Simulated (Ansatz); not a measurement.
# SiO2 (Stishovite): band gap by G0W0 on HSE06

Wanted: the gap of SiO2 (Stishovite) with a many-body correction, and the time that it takes.

Method: HSE06, then G0W0 on it, plane waves, PAW, in Ansatz 0.2.0.

## Step 1: Starting point

The structure is tetragonal, space group P4_2/mnm (No. 136). Conventional cell: a = 4.177 Å, b = 4.177 Å, c = 2.665 Å, α = 90.00°, β = 90.00°, γ = 90.00°. Si has 6 O at 1.76 to 1.81 Å nearest. Nearest to O lie 3 Si at 1.76 to 1.81 Å. Farther neighbours and most contacts between anions are not listed.

The cell and positions come from the Crystallography Open Database and are kept as given unless a step says otherwise.

The logs state that the PAW files were generated under PBE.

## Step 2: HSE06 levels on the mesh and at listed points

HSE06 mixes in a quarter of exact exchange at short range.

This step: DFT, HSE06, plane waves, PAW; PAW set soft_1.

Contents of input.yaml:

```yaml
crystal:
  lattice:
    - [4.1773, 0.0, 0.0]
    - [0.0, 4.1773, 0.0]
    - [0.0, 0.0, 2.6652]
  atoms:
    - { symbol: Si, position: [0.0, 0.0, 0.0] }
    - { symbol: Si, position: [0.5, 0.5, 0.5] }
    - { symbol: O, position: [0.3059, 0.3059, 0.0] }
    - { symbol: O, position: [0.1941, 0.8059, 0.5] }
    - { symbol: O, position: [0.6941, 0.6941, 0.0] }
    - { symbol: O, position: [0.8059, 0.1941, 0.5] }
kpoints:
  mp_grid: { grid: [4, 4, 6] }
  band_path:
    path:
      - [0.0, 0.0, 0.0]
      - [0.0, 0.5, 0.0]
      - [0.5, 0.5, 0.0]
      - [0.0, 0.0, 0.5]
      - [0.0, 0.5, 0.5]
      - [0.5, 0.5, 0.5]
    npoints: 1
hamiltonian:
  xc: hse06
  pseudopotentials: { kind: paw, azcp: { folder: soft_1 } }
scf:
  occupations: { method: fixed }
  n_extra_bands: 6
output:
  eigenvalues: true
```

The run is started by

```sh
$ ansatz run input.yaml --threads 4 --pin off --max-ram 138240MiB --backend cuda --events-out ev --progress --plain --runs-dir out --devices 1 --max-vram 26GiB
```

Numbers of over 12 decimals in the logs are rounded to 6 here.

Output:

```text
scf.n_extra_bands = 6 over 16 filled bands (N_el = 32.0): the run solves 22 bands
GPUs: using 1 of 1 available (devices: 1).
Engine: ansatz 0.2.0, x86_64-unknown-linux-gnu
Pseudopotentials: kind: paw
Pseudopotential: Si, paw, valence charge 4, recommended cutoff 420 eV (normal), soft_1/Si.paw.azcp
Pseudopotential: O, paw, valence charge 6, recommended cutoff 420 eV (normal), soft_1/O.paw.azcp
Functional definition: HSE06
  parameter a = 0.25
  parameter omega = 0.11/bohr
  exchange = pbe_x - a*pbe_x_sr(omega) + a*exact_x_sr(omega)
  correlation = pbe_c
davidson cushion auto → on  (no smearing: the cushion is to keep the highest requested band from converging to the state above it; pin scf.eigensolver.cushion to override)
device memory: the entry about to start is reckoned to put 0.6 GiB on a device that reports 42.3 GiB free (of which the cap on the GPU budget leaves the run 26.0 GiB)
GPU FFT provider: cuFFT
GPU libraries: cuBLAS 13.8.2, cuFFT 12.4.0, cuSOLVER 12.3.4
Crystal: 6 atoms, lattice volume = 46.507 Å³
Basis set: ecut = 420 eV, 913 PW (Γ)
Bands: 22, of which v1, the nominal top of the filled ones, is band 16 counted from 1 (15 counted from 0)
Symmetry: 16 space group operations
Space group: P42/mnm (ITA 136), of the structure as read, at distance tolerance 3.6e-5 Å
k-points: 24 of 96
Non-local potential: Si, projectors of the file, l = 0: 2, l = 1: 2, l = 2: 1
Non-local potential: O, projectors of the file, l = 0: 2, l = 1: 2, l = 2: 1
PAW form: soft (Blöchl's): semilocal exchange-correlation on the pseudo side does not see the compensation charge
PAW frozen core: Si, regenerated for the run's functional, and the local potential with it (the file was generated under x = pbe(κ = 0.804, μ = 0.219515), c = pbe(β = 0.066725))
PAW frozen core: O, regenerated for the run's functional, and the local potential with it (the file was generated under x = pbe(κ = 0.804, μ = 0.219515), c = pbe(β = 0.066725))
PAW one-centre angular grid: Si, 110 points (default); XC on 64 Gauss nodes
PAW one-centre angular grid: O, 110 points (default); XC on 96 Gauss nodes
Initial density: superposition of atomic densities (chi_scale 0.1, normalization cell, long waves kept (reshape's long-wave potential 0.00 eV rms))
Initial wavefunctions: pseudopotential atomic-orbital guess
GPU buffer pool allocated for 16200 grid points (all kernels)
GPU transforms: local potential and band sums: pruned to the plane-wave sphere, on 27×27×18
Functional: x = pbe(κ = 0.804, μ = 0.219515), c = pbe(β = 0.066725), warm-up for x = pbe(κ = 0.804, μ = 0.219515) + 0.25 (exact − pbe) at short range (hse, ω = 0.207870 Å⁻¹), c = pbe(β = 0.066725); HSE06 as pw.x's `hse` composes it (authors' and Libxc's form: `xc: wpbeh`)
SCF iter   1: F=—  HF=-3549.200617 eV  |F-HF|=—  |Δ(HF+E_count)|=         —  Δρ=1.50e-1  dr2=8.36e0  ethr=1.00e-1  ⟨swp⟩=5.2  Hψ=1908  notcnv=0
preconditioner: auto → none  [insulator: Δε(μ)=6.774 eV  Ē_g=19.744 eV  n_scr=10 (ndim 8)  ℏωp=30.8 eV  f_vac=0.000]
iter 2 solved again at ethr=2.20e-3 eV; its pass at ethr=2.61e-2 eV (dr2=7.04e-1 eV) is discarded
SCF iter   2: F=—  HF=-3547.106851 eV  |F-HF|=—  |Δ(HF+E_count)|=    2.09e0  Δρ=6.50e-2  dr2=7.10e-1  ethr=2.20e-3  ⟨swp⟩=3.1  Hψ=2718  notcnv=0  defer=3
SCF iter   3: F=—  HF=-3546.963350 eV  |F-HF|=—  |Δ(HF+E_count)|=   1.44e-1  Δρ=2.40e-2  dr2=8.88e-2  ethr=2.20e-3  ⟨swp⟩=3.0  Hψ=1234  notcnv=0
SCF iter   4: F=—  HF=-3547.000535 eV  |F-HF|=—  |Δ(HF+E_count)|=   3.72e-2  Δρ=3.24e-3  dr2=4.30e-3  ethr=2.77e-4  ⟨swp⟩=3.1  Hψ=1331  notcnv=0
SCF iter   5: F=-3546.999659 eV  HF=-3546.999660 eV  |F-HF|=8.68e-8  |Δ(HF+E_count)|=   8.75e-4  Δρ=2.45e-4  dr2=1.06e-5  ethr=1.34e-5  ⟨swp⟩=3.8  Hψ=1505  notcnv=0  defer=2
SCF 1 stopped early in 5 iterations: F = -3546.999659 eV  dr2 = 1.06e-5
  greatest PAW one-centre occupation: 0.859 electrons in one spin orbital (limit 2), on the O atom at site 5 (counted from 0), in its partial waves of l = 0
device memory: the entry about to start is reckoned to put 1.1 GiB on a device that reports 42.1 GiB free (of which the cap on the GPU budget leaves the run 26.0 GiB)
GPU FFT provider: cuFFT
GPU libraries: cuBLAS 13.8.2, cuFFT 12.4.0, cuSOLVER 12.3.4
Initial density: handed on by an earlier stage of this run
Initial wavefunctions: those handed on with the density
GPU buffer pool allocated for 16200 grid points (all kernels)
GPU transforms: local potential and band sums: pruned to the plane-wave sphere, on 27×27×18
Functional: x = pbe(κ = 0.804, μ = 0.219515) + 0.25 (exact − pbe) at short range (hse, ω = 0.207870 Å⁻¹), c = pbe(β = 0.066725); HSE06 as pw.x's `hse` composes it (authors' and Libxc's form: `xc: wpbeh`)
Exchange kernel: α = 0.2500, screened, ω = 0.2079 Å⁻¹, Wigner–Seitz truncation, v(0) = 1037.1077 eV·Å³, q-mesh 4×4×6, nearest image of the exchange supercell L = 15.99 Å, pair-density grid 30×30×18, without the augmentation charges, whose exchange is taken in its separable form by FFT convolution over the k-point mesh (the finest that the files' search goes to), smooth part of the exact exchange by density-matrix convolution in up to 1.22 GiB of GPU memory as planned if the GPU has room (build and FFT work areas not counted)
Frozen-core exchange: fock
SCF iter   1: F=—  HF=-3547.848050 eV  |F-HF|=—  |Δ(HF+E_count)|=         —  Δρ=9.29e-3  dr2=2.45e-2  ethr=3.31e-7  ⟨swp⟩=8.7  Hψ=3291  notcnv=0
preconditioner: auto → none  [insulator: Δε(μ)=7.784 eV  Ē_g=21.574 eV  n_scr=10 (ndim 8)  ℏωp=30.8 eV  f_vac=0.000]
SCF iter   2: F=—  HF=-3547.839320 eV  |F-HF|=—  |Δ(HF+E_count)|=   8.73e-3  Δρ=3.66e-3  dr2=7.95e-3  ethr=3.31e-7  ⟨swp⟩=5.3  Hψ=2267  notcnv=0
SCF iter   3: F=—  HF=-3547.837126 eV  |F-HF|=—  |Δ(HF+E_count)|=   2.19e-3  Δρ=1.15e-3  dr2=1.17e-3  ethr=3.31e-7  ⟨swp⟩=5.0  Hψ=2322  notcnv=0
SCF iter   4: F=—  HF=-3547.846732 eV  |F-HF|=—  |Δ(HF+E_count)|=   9.61e-3  Δρ=6.73e-4  dr2=1.11e-4  ethr=3.31e-7  ⟨swp⟩=5.0  Hψ=2255  notcnv=0
SCF iter   5: F=—  HF=-3547.846703 eV  |F-HF|=—  |Δ(HF+E_count)|=   2.90e-5  Δρ=9.27e-5  dr2=1.64e-5  ethr=3.23e-7  ⟨swp⟩=3.0  Hψ=1306  notcnv=0
SCF iter   6: F=—  HF=-3547.846837 eV  |F-HF|=—  |Δ(HF+E_count)|=   1.33e-4  Δρ=1.79e-4  dr2=1.31e-5  ethr=4.49e-9  ⟨swp⟩=5.8  Hψ=2206  notcnv=0  defer=2
SCF iter   7: F=-3547.846832 eV  HF=-3547.846832 eV  |F-HF|=7.15e-8  |Δ(HF+E_count)|=   4.43e-6  Δρ=1.50e-5  dr2=3.64e-7  ethr=4.49e-9  ⟨swp⟩=4.0  Hψ=2004  notcnv=0
SCF 2 stopped early in 7 iterations: F = -3547.846832 eV  dr2 = 3.64e-7
  greatest PAW one-centre occupation: 0.863 electrons in one spin orbital (limit 2), on the O atom at site 3 (counted from 0), in its partial waves of l = 0
hybrid outer 1: dexx = +1.094e-2 eV, tail = 1.49e-5 eV
GPU FFT provider: cuFFT
GPU libraries: cuBLAS 13.8.2, cuFFT 12.4.0, cuSOLVER 12.3.4
GPU buffer pool allocated for 16200 grid points (all kernels)
GPU transforms: local potential and band sums: pruned to the plane-wave sphere, on 27×27×18
Exchange kernel: α = 0.2500, screened, ω = 0.2079 Å⁻¹, Wigner–Seitz truncation, v(0) = 1037.1077 eV·Å³, q-mesh 4×4×6, nearest image of the exchange supercell L = 15.99 Å, pair-density grid 30×30×18, without the augmentation charges, whose exchange is taken in its separable form by FFT convolution over the k-point mesh (the finest that the files' search goes to), smooth part of the exact exchange by density-matrix convolution in up to 1.22 GiB of GPU memory as planned if the GPU has room (build and FFT work areas not counted)
Frozen-core exchange: fock
SCF iter   1: F=—  HF=-3547.846904 eV  |F-HF|=—  |Δ(HF+E_count)|=         —  Δρ=3.74e-5  dr2=3.55e-7  ethr=2.32e-7  ⟨swp⟩=3.9  Hψ=1381  notcnv=0
preconditioner: auto → none  [insulator: Δε(μ)=7.753 eV  Ē_g=21.551 eV  n_scr=10 (ndim 8)  ℏωp=30.8 eV  f_vac=0.000]
SCF iter   2: F=—  HF=-3547.846904 eV  |F-HF|=—  |Δ(HF+E_count)|=   2.21e-7  Δρ=2.14e-5  dr2=1.14e-7  ethr=8.01e-10  ⟨swp⟩=4.7  Hψ=1971  notcnv=0
SCF iter   3: F=-3547.846904 eV  HF=-3547.846904 eV  |F-HF|=2.09e-8  |Δ(HF+E_count)|=   9.21e-9  Δρ=1.05e-5  dr2=3.78e-8  ethr=3.07e-10  ⟨swp⟩=3.4  Hψ=1648  notcnv=0
SCF 3 converged in 3 iterations: F = -3547.846904 eV  dr2 = 3.78e-8
  greatest PAW one-centre occupation: 0.863 electrons in one spin orbital (limit 2), on the O atom at site 5 (counted from 0), in its partial waves of l = 0
hybrid outer 2: dexx = +1.468e-7 eV, tail = 8.37e-8 eV, Δε = 1.55e-3 eV (about 1.29e-4 eV left of the loop's levels)
the search or the solves at the SCF's close seem to have found levels that the self-consistency loop had missed (the run counts 1). By its estimate they hold under 1e-12 electrons; where the run keeps them, the occupations were computed again with them
device memory: the entry about to start is reckoned to put 0.3 GiB on a device that reports 42.9 GiB free (of which the cap on the GPU budget leaves the run 26.0 GiB)
NSCF: frozen V_eff on 6 k-points
hybrid SCF converged: 2 outer / 10 inner (+5 warm-up), last move |dexx| = 1.47e-7 eV, tail = 8.37e-8 eV
Stability not checked: this state was not tested for a lower state beside it, because the functional holds exact exchange (a hybrid, or Hartree-Fock), whose exchange loop this test does not read (fock_operator; see scf.lower_state_search)
Free energy (F): -3547.846904 eV
Frozen-core exchange: fock
Harris-Foulkes:  -3547.846905 eV  (|F-HF|=2.09e-8)
Internal energy: -3547.846904 eV  (E = F + TS)
E sigma→0 (E₀):  -3547.846904 eV
Fermi energy:    9.185997 eV
--- Per-component energies (eV) ---
  E_band       = 6.036048
  E_kinetic    = 792.628663
  E_local      = -1201.319865  (includes V_loc(G=0)·N_el)
  E_nonlocal   = 243.784894
  E_hartree    = 442.571624
  E_xc         = -326.551283
  E_vxc        = -375.774924  (∫ρ·V_xc dr)
  E_exx        = -92.837287  (= α·E_x^exact, valence–valence)
  E_paw        = -1665.711363  (= ΣΔE_a)
  E_vpaw       = -152.760664  (= ΣTr[D̂ρ^β])
  E_aug_tail   = 0.003139  (compensation charges beyond the density's cutoff)
  E_ewald      = -1740.190554
  E_core_change = -0.224872  (= ΣΔE_core)
  E_smearing   = -0.000000  (= −TS)
  E_closure    = 0.000000  (closes the sum)
  Σ components = -3547.846904   (vs F -3547.846904, Δ=0.00e0)
--- Band table (eV; the first three rows and the last of 24) ---
  k-point 0: bands = [... 12 lower, 6.7729, 8.3529, 8.3529, 9.1860, 16.9382, 17.9474, 19.8269, 19.8269, ... 2 higher]
  k-point 1: bands = [... 12 lower, 5.5915, 8.0522, 8.0522, 8.8197, 18.1506, 19.8815, 21.4074, 21.4074, ... 2 higher]
  k-point 2: bands = [... 12 lower, 4.1912, 7.1501, 7.1501, 7.6673, 19.4297, 22.0334, 22.1893, 23.9426, ... 2 higher]
  k-point 23: bands = [... 12 lower, 7.3787, 7.3787, 7.5132, 7.5132, 18.5508, 18.5508, 22.4016, 22.4016, ... 2 higher]
```

It took 11 s on 1 × NVIDIA H100 80GB HBM3 (shared by 3 runs) with 4 threads of AMD EPYC 7R13 (Zen 3), shared host; peak memory 1.3 GiB.

This step gave:

```yaml
gap: 7.752 eV
valence_top_at: Γ
conduction_bottom_at: Γ
least_direct_gap: 7.752 eV
exact_exchange_fraction: 0.25
```

Over mesh and listed points the gap is 7.752 eV, direct, at k = Γ.

(Part 1 of 2 ends here.)

[Paths, hosts, dates, memory and timing lines, banners, echoed tables and standing remarks are left out of the program output.]

[Logs are printed without paths, hosts, clocks, repeated set-up lines and the standing remarks that a program may print on its own settings, such as how far it seeks lower states.]

[Runs of the session that timed out or met a known fault of the program may be left out.]

[Cells called generated may have been cut or substituted from an entry of the Crystallography Open Database or the Materials Project.]

[Hosts, paths, dates, database ids (printed as entryN), source tags and the programs' standing remarks are cut or masked in the printed files.]

[Where an RPA ε∞ is given, it is that of the G0W0 mesh and is not shown converged in it. Names of k-points follow the symmetry that the program found, which can be lower than the space group named. Band edges on a path are those of the sampled points; other points can move an edge, and change direct to indirect where valleys lie close.]

[Hybrid gaps are those of their k-mesh and are not shown converged in it.]
